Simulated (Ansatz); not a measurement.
The compound is Rb2TcCl6 (started from the K2PtCl6 type) (Fm-3m).

The structure was built from a prototype and need not be the compound's stable phase.

The structure is cubic, space group Fm-3m (No. 225). The conventional cell has a = 9.473 Å, b = 9.473 Å, c = 9.473 Å, α = 90.00°, β = 90.00°, γ = 90.00°. Nearest to Rb lie 12 Cl at 3.35 Å. Nearest to Tc lie 6 Cl at 2.32 Å. Cl has 1 Tc at 2.32 Å and 4 Rb at 3.35 Å nearest. Farther neighbours and most contacts between anions are not listed.

```
Rb Tc Cl
1.0
     4.73675    0.00000    4.73675
     4.73675    4.73675    0.00000
     0.00000    4.73675    4.73675
Rb Tc Cl
2 1 6
Direct
  0.25000 0.25000 0.25000
  0.75000 0.75000 0.75000
  0.00000 0.00000 0.00000
  0.24449 0.24449 0.75551
  0.75551 0.75551 0.24449
  0.24449 0.75551 0.24449
  0.75551 0.24449 0.75551
  0.75551 0.24449 0.24449
  0.24449 0.75551 0.75551
```

The structure was relaxed with LDA. The structure type comes from a generator and need not be one that this composition takes. The structure was generated from a model, not taken from a measurement. The runs that relaxed it are not among those shown. The program's search for lower electronic states was switched off, so nothing shows that the state found is the lowest. PAW set soft_2, made with PBE.

A constrained-RPA run (Ansatz 0.2.0; non-magnetic LDA; Tc t2g, bands v2 to c1, 2×2×2 mesh, medium accuracy) builds 3 functions on bands 0.75 eV wide, with 3.0 electrons in the window. The bare on-site interaction is 10.8 eV and the bare J 0.35 eV.

What U and J survive the screening?

On the Tc t2g shell, U = 3.03 eV (28 % of the bare value), U′ = 2.46 eV, J = 0.24 eV.

The parent state is non-magnetic and the interaction static (zero frequency); U depends on the window and the orbitals, so it belongs to this model alone. Coarse meshes can leave U off its limit, most where the target bands are metallic.

[Paths, hosts, dates, memory and timing lines, banners, echoed tables and standing remarks are left out of the program output.]

[Logs are printed without paths, hosts, clocks, repeated set-up lines and the standing remarks that a program may print on its own settings, such as how far it seeks lower states.]

[Runs of the session that timed out or met a known fault of the program may be left out.]

[Hosts, paths, dates, database ids (printed as entryN), source tags and the programs' standing remarks are cut or masked in the printed files.]
